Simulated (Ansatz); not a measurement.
# Te on Co(0001): change of the work function, part 5 of 5

How does one ordered layer of Te (top site) change the work function of Co(0001), and what dipole does each adsorbate carry?

Ansatz 0.2.0; plane-wave DFT, PBE, Ansatz PAW.

So far, work function, upper face (eV): step 2 (the clean slab) 4.93; step 3 (adsorbate added) 4.71; step 5 (the slab at 0.25 ML, atoms frozen) 4.71; step 6 (the substrate of the 0.25 ML cell alone) 4.92; step 7 (the adsorbate layer of the 0.25 ML cell alone) 5.28.

## 10. The same run with other settings

System of this step: Co(0001). The cell holds 4 atoms: 4 Co. Its edges and angles: a = 2.510 Å, b = 2.510 Å, c = 24.107 Å, α = 90.0°, β = 90.0°, γ = 60.0°. Vacuum lies along c.

An input spoilt on purpose, to show how the run answers: it repeats the earlier run at 0 ML with scf.occupations from method: fermi_dirac, width: 0.1 to method: fermi_dirac, width: 2.0, and scf.max_iter set to 80.

The input, input.yaml:

```yaml
crystal:
  lattice:
    - [2.51, 0.0, 0.0]
    - [1.255, 2.1737237635, 0.0]
    - [0.0, 0.0, 24.10683]
  atoms:
    - { symbol: Co, position: [0.6666666667, 0.6666666667, 0.3733381784], spin: 1.7 }
    - { symbol: Co, position: [0.0, 0.0, 0.4577793928], spin: 1.7 }
    - { symbol: Co, position: [0.6666666667, 0.6666666667, 0.5422206072], spin: 1.7 }
    - { symbol: Co, position: [0.0, 0.0, 0.6266618216], spin: 1.7 }
magnetization:
  spin_polarized: true
kpoints:
  mp_grid: { grid: [14, 14, 1] }
hamiltonian:
  xc: pbe
scf:
  occupations: { method: fermi_dirac, width: 2.0 }
  convergence: { dr2_threshold: 1.0e-08 }
  max_iter: 80
efield:
  axis: 3
  dipole_correction: true
  ramp_position: 0.97
  ramp_width: 0.06
relax:
  f_tol: 0.02
  max_steps: 60
  constraints: [{ sites: [0, 1] }]
output:
  write_potential: true
  write_density: true
  volumetric_format: npy
```

Run with:

```
> ansatz run input.yaml --threads 4 --pin off --max-ram 12288MiB --backend cpu --events-out ev --progress --plain --runs-dir out
```

Numbers of over 12 decimals in the logs are rounded to 6 here.

The program printed:

```text
[...]
band count auto-derived: 111 (N_el = 68.0; filled up to band 34; 45 by the electrons, moments and atoms)
[...]
Crystal: 4 atoms, lattice volume = 131.528 Å³
Basis set: ecut = 420 eV, 2559 PW (Γ), exchange–correlation on 36×36×324 points (8 copies of the dense FFT grid, shifted against one another)
Bands: 111, of which v1, the nominal top of the filled ones, is band 34 counted from 1 (33 counted from 0)
Symmetry: 6 space group operations
k-points: 24 of 196 (time reversal used)
[...]
Starting moments: Σ|m| = 6.8 μB on 4 of 4 sites
[...]
SCF iter   1: F=—  HF=-20531.504387 eV  |F-HF|=—  |Δ(HF+E_count)|=         —  Δρ=7.28e-2 (↑7.28e-2 ↓2.88e-2)  dr2=3.04e0  dr2_m=2.90e0  M=4.039 μB ∫|m|=4.047 μB  β_m=0.74  ethr=3.10e-3  p=0.000 e·Å  D=5.04e-13 V/Å  ΔV_dip=-0.00 eV  dr2_dipole=7.49e-9  V_vac-E_F(+/−)=6.61/6.61 eV  ⟨swp⟩=10.6  Hψ=29642  notcnv=0
[...]
SCF iter  14: F=-20535.294867 eV  HF=-20535.294867 eV  |F-HF|=1.08e-8  |Δ(HF+E_count)|=   1.62e-7  Δρ=1.44e-6 (↑1.44e-6 ↓1.41e-6)  dr2=9.75e-9  dr2_m=3.37e-12  M=-0.000 μB ∫|m|=0.000 μB  ethr=1.47e-11  p=-0.000 e·Å  D=-1.35e-7 V/Å  ΔV_dip=0.00 eV  dr2_dipole=1.30e-9  V_vac-E_F(+/−)=8.73/8.74 eV  ⟨swp⟩=5.9  Hψ=28370  notcnv=0
WARN: efield: at this solve's end the planar-averaged density reaches 5.08e-4 e/Å³ inside the ramp window [0.9285, 0.0715] (bound 1e-5 e/Å³); the window's nearer edge stands 7.28 Å from this solve's nearest atom along the axis. Its work functions, free energy, forces, stress, dipole, levels and responses can be off, and this figure does not tell by how much. The cell may have no vacuum along `efield.axis`. A short vacuum, a low `basis.ecutwfc` or `basis.ecutrho_ratio` and negative occupations (`scf.occupations.method`) can put density there. See the manual's quickstart, § The vacuum guard
WARN: the starting moments were not kept: the SCF closed with an absolute magnetisation of 3.2e-6 μB, where they sum to 6.8 μB in size (4 sites). That is at most 0.1 of that sum. Measured as dr2_m measures the in/out step, that magnetisation stands 9.5e-13 eV from none, at or under the dr2_threshold of 1.0e-8 eV: it is no larger than a step whose dr2_m would equal this threshold. The system may hold no moment; this S [...]
SCF 1 converged in 14 iterations: F = -20535.294867 eV  dr2 = 9.75e-9
[...]
relax step   1: F+E_penalty+E_count = -20535.29486707 eV  Δ(F+E_penalty+E_count) = +0.000e0 eV  max|allowed force component| = 1.877e0 eV/Å  Δτ_max = 0.0000 Å  (14 SCF iters, accepted)
[...]
SCF iter  13: F=-20535.602628 eV  HF=-20535.602628 eV  |F-HF|=1.09e-9  |Δ(HF+E_count)|=   8.40e-9  Δρ=3.08e-7 (↑2.81e-7 ↓3.08e-7)  dr2=9.98e-10  dr2_m=4.78e-12  M=0.000 μB ∫|m|=0.000 μB  ethr=1.20e-12  p=0.002 e·Å  D=3.04e-3 V/Å  ΔV_dip=-0.07 eV  dr2_dipole=2.46e-10  V_vac-E_F(+/−)=8.66/8.75 eV  ⟨swp⟩=4.4  Hψ=23897  notcnv=0
[...]
the starting moments were not kept: the SCF closed with an absolute magnetisation of 1.2e-5 μB, where they sum to 6.8 μB in size (4 sites). That is at most 0.1 of that sum. Measured as dr2_m measures the in/out step, that magnetisation stands 1.0e-11 eV from none, at or under the dr2_threshold of 1.0e-8 eV: it is no larger than a step whose dr2_m would equal this threshold.
SCF 2 converged in 13 iterations: F = -20535.602628 eV  dr2 = 9.98e-10
[...]
relax step   2: F+E_penalty+E_count = -20535.60262789 eV  Δ(F+E_penalty+E_count) = -3.078e-1 eV  max|allowed force component| = 1.232e0 eV/Å  Δτ_max = 0.1960 Å  (13 SCF iters, accepted)
[...]
SCF iter  12: F=-20535.807861 eV  HF=-20535.807861 eV  |F-HF|=4.13e-9  |Δ(HF+E_count)|=   4.07e-7  Δρ=5.81e-7 (↑5.81e-7 ↓5.34e-7)  dr2=1.26e-9  dr2_m=3.54e-11  M=0.000 μB ∫|m|=0.000 μB  ethr=5.03e-12  p=0.005 e·Å  D=6.22e-3 V/Å  ΔV_dip=-0.15 eV  dr2_dipole=3.95e-11  V_vac-E_F(+/−)=8.59/8.75 eV  ⟨swp⟩=5.9  Hψ=30368  notcnv=0
[...]
SCF 3 converged in 12 iterations: F = -20535.807861 eV  dr2 = 1.26e-9
relax step   3: F+E_penalty+E_count = -20535.80786102 eV  Δ(F+E_penalty+E_count) = -2.052e-1 eV  max|allowed force component| = 7.314e-1 eV/Å  Δτ_max = 0.1988 Å  (12 SCF iters, accepted)
[...]
relax step   4: F+E_penalty+E_count = -20535.93911516 eV  Δ(F+E_penalty+E_count) = -1.313e-1 eV  max|allowed force component| = 4.385e-1 eV/Å  Δτ_max = 0.1962 Å  (12 SCF iters, accepted)
[...]
relax step   5: F+E_penalty+E_count = -20536.02176610 eV  Δ(F+E_penalty+E_count) = -8.265e-2 eV  max|allowed force component| = 2.570e-1 eV/Å  Δτ_max = 0.2000 Å  (12 SCF iters, accepted)
[...]
relax step   6: F+E_penalty+E_count = -20536.06791598 eV  Δ(F+E_penalty+E_count) = -4.615e-2 eV  max|allowed force component| = 1.358e-1 eV/Å  Δτ_max = 0.2000 Å  (12 SCF iters, accepted)
[...]
relax step   7: F+E_penalty+E_count = -20536.09073208 eV  Δ(F+E_penalty+E_count) = -2.282e-2 eV  max|allowed force component| = 5.958e-2 eV/Å  Δτ_max = 0.2000 Å  (12 SCF iters, accepted)
[...]
relax step   8: F+E_penalty+E_count = -20536.09924515 eV  Δ(F+E_penalty+E_count) = -8.513e-3 eV  max|allowed force component| = 1.407e-2 eV/Å  Δτ_max = 0.2000 Å  (12 SCF iters, accepted)
[...]
relax step   9: F+E_penalty+E_count = -20536.10014851 eV  Δ(F+E_penalty+E_count) = -9.034e-4 eV  max|allowed force component| = 2.898e-3 eV/Å  Δτ_max = 0.0852 Å  (11 SCF iters, accepted)
SCF iter   1: F=—  HF=-20536.093185 eV  |F-HF|=—  |Δ(HF+E_count)|=         —  Δρ=4.44e-3 (↑4.44e-3 ↓4.36e-3)  dr2=6.96e-4  dr2_m=2.32e-2  M=-0.000 μB ∫|m|=0.008 μB  β_m=0.30  ethr=1.05e-5  p=0.018 e·Å  D=2.52e-2 V/Å  ΔV_dip=-0.61 eV  dr2_dipole=9.65e-7  V_vac-E_F(+/−)=8.15/8.79 eV  ⟨swp⟩=3.9  Hψ=11455  notcnv=0
[...]
SCF iter  10: F=-20536.100185 eV  HF=-20536.100185 eV  |F-HF|=9.74e-9  |Δ(HF+E_count)|=   2.35e-7  Δρ=5.09e-7 (↑5.09e-7 ↓4.95e-7)  dr2=7.38e-9  dr2_m=3.72e-11  M=0.000 μB ∫|m|=0.000 μB  ethr=1.37e-11  p=0.019 e·Å  D=2.56e-2 V/Å  ΔV_dip=-0.62 eV  dr2_dipole=2.90e-9  V_vac-E_F(+/−)=8.14/8.79 eV  ⟨swp⟩=5.4  Hψ=24324  notcnv=0
[...]
SCF 10 converged in 10 iterations: F = -20536.100185 eV  dr2 = 7.38e-9
relax step  10: F+E_penalty+E_count = -20536.10018460 eV  Δ(F+E_penalty+E_count) = -3.609e-5 eV  max|allowed force component| = 3.140e-4 eV/Å  Δτ_max = 0.0212 Å  (10 SCF iters, accepted)
[...]
SCF converged after 10 iterations
Magnetization: 0.0000 μB (34.0000 up, 34.0000 down)
Absolute magnetization: 0.0000 μB (∫|ρ↑−ρ↓|, with the PAW one-centre terms)
[...]
Per-site moments (μB) at R_I (Å): [(2.111936381069272e-8, 1.030734), (3.3603347194420347e-7, 1.030734), (8.064361562356865e-7, 1.035375), (4.987171994001428e-7, 1.035375)]
Free energy (F): -20536.100185 eV
[...]
Internal energy: -20483.252350 eV  (E = F + TS)
E sigma→0 (E₀):  -20509.676267 eV
Entropy (-TS):   -52.847834 eV (-13211.959 meV/atom)
Fermi energy:    1.915964 eV
Dipole field:    D = 0.025675 V/Å  (p = 0.018662 e·Å, saw-weighted, corrected)
Work function:   Φ+ = 8.1423 eV (in doubt: plateau slope 2.1e-1 eV/Å)   Φ− = 8.7896 eV (in doubt: plateau slope 1.5e-1 eV/Å)
[...]
Vacuum region:   at the solve's end the planar-averaged density reaches 7.38e-4 e/Å³ inside the ramp window [0.9285, 0.0715] (bound 1e-5 e/Å³)
[...]
--- Forces (eV/Å), atoms counted from 1 ---
  atom   1  Co    -0.00000000    -0.00000000    -1.83602166
  atom   2  Co     0.00000000     0.00000000     1.83375621
  atom   3  Co    -0.00000000    -0.00000000     0.00031403
  atom   4  Co     0.00000000     0.00000000     0.00007796
  max |Σ_I F_I| component: 1.87e-3 eV/Å
--- Band table (eV; the first three rows and the last of 48) ---
  k-point 0 ↑: bands = [... 30 lower, -0.6941, 0.1493, 0.1493, 0.4534, 0.4534, 0.4599, 0.5363, 0.5363, ... 73 higher]
  k-point 1 ↑: bands = [... 30 lower, -0.6152, 0.0048, 0.1224, 0.1365, 0.3717, 0.4333, 0.4380, 0.5239, ... 73 higher]
  k-point 2 ↑: bands = [... 30 lower, -0.3893, -0.3041, -0.2044, 0.0700, 0.1980, 0.3791, 0.4631, 0.4882, ... 73 higher]
  k-point 23 ↓: bands = [... 30 lower, -0.4294, 0.1407, 0.1773, 0.2616, 0.5217, 0.5929, 5.5928, 6.1009, ... 73 higher]
--- Relaxed structure (10 steps of the walk, 10 accepted, 0 SCFs on fresh bases) ---
  F+E_penalty+E_count = -20536.10018460 eV   max|allowed force component| = 3.140e-4 eV/Å
  atoms:
    - { symbol: Co, position: [0.666667, 0.666667, 0.373338] }
    - { symbol: Co, position: [0.0, 0.0, 0.4577793928] }
    - { symbol: Co, position: [0.666667, 0.666667, 0.571991] }
    - { symbol: Co, position: [7.648038503011879e-17, 0, 0.688778] }
```

Wall time 5.6 min (4 threads of Arm Neoverse V1, shared host); peak memory 1.1 GiB; 22 min of CPU time.

```
                      quantity  this run  earlier run  difference
work function, upper face (eV)     8.142        4.929         3.2
work function, lower face (eV)     8.790        4.991         3.8
 dipole along the normal (e·Å)   0.01866     0.001869       0.017
             total moment (μB)   2.43e-6        6.774        -6.8
```

What moves beyond 0.01 in its unit (for the dipole 0.5 % and 5e-5 e·Å): work function, lower face (+3.8 eV), total moment (-6.77 μB), dipole along the normal (+0.0168 e·Å) and work function, upper face (+3.21 eV).

With this change the program also warns of density in the ramp of the sawtooth; these numbers are not the system's.

## 11. Outcome

```
work function of the clean face                                                           : 4.93 eV
work function at 0.25 ML                                                                  : 4.71 eV
dipole per adsorbate at 0.25 ML, positive end outwards                                    : 0.12 D
step of the potential from the moved charge at 0.25 ML, upper less lower side, atoms held : -0.210 eV
```

What this shows: Te lowers the work function of Co(0001) at the lowest coverage, by 0.22 eV: the adsorbate layer has its positive end outwards. An electronegative adsorbate that lowers the work function shows that charge transfer alone doesn't fix the sign: the pushed-back electron tail of the metal and the adsorbate's own polarisation count too. One coverage alone was completed, so no trend follows. The slab has 4 layers, at the tabulated experimental lattice constant, one starting site was run, and quantum-size effects of a slab this thin can reach one or two tenths of an eV. The magnetic order is the one reached from the typed start; other orders were not compared.

[Logs are printed without paths, hosts, clocks, repeated set-up lines and the standing remarks that a program may print on its own settings, such as how far it seeks lower states.]

[Hosts, paths, dates, database ids (printed as entryN), source tags and the programs' standing remarks are cut or masked in the printed files.]

[Maps of the electrostatic potential energy from Ansatz leave out the sawtooth potential of an applied field or a dipole correction, so their vacuum need not be flat; planar profiles and work functions include it.]
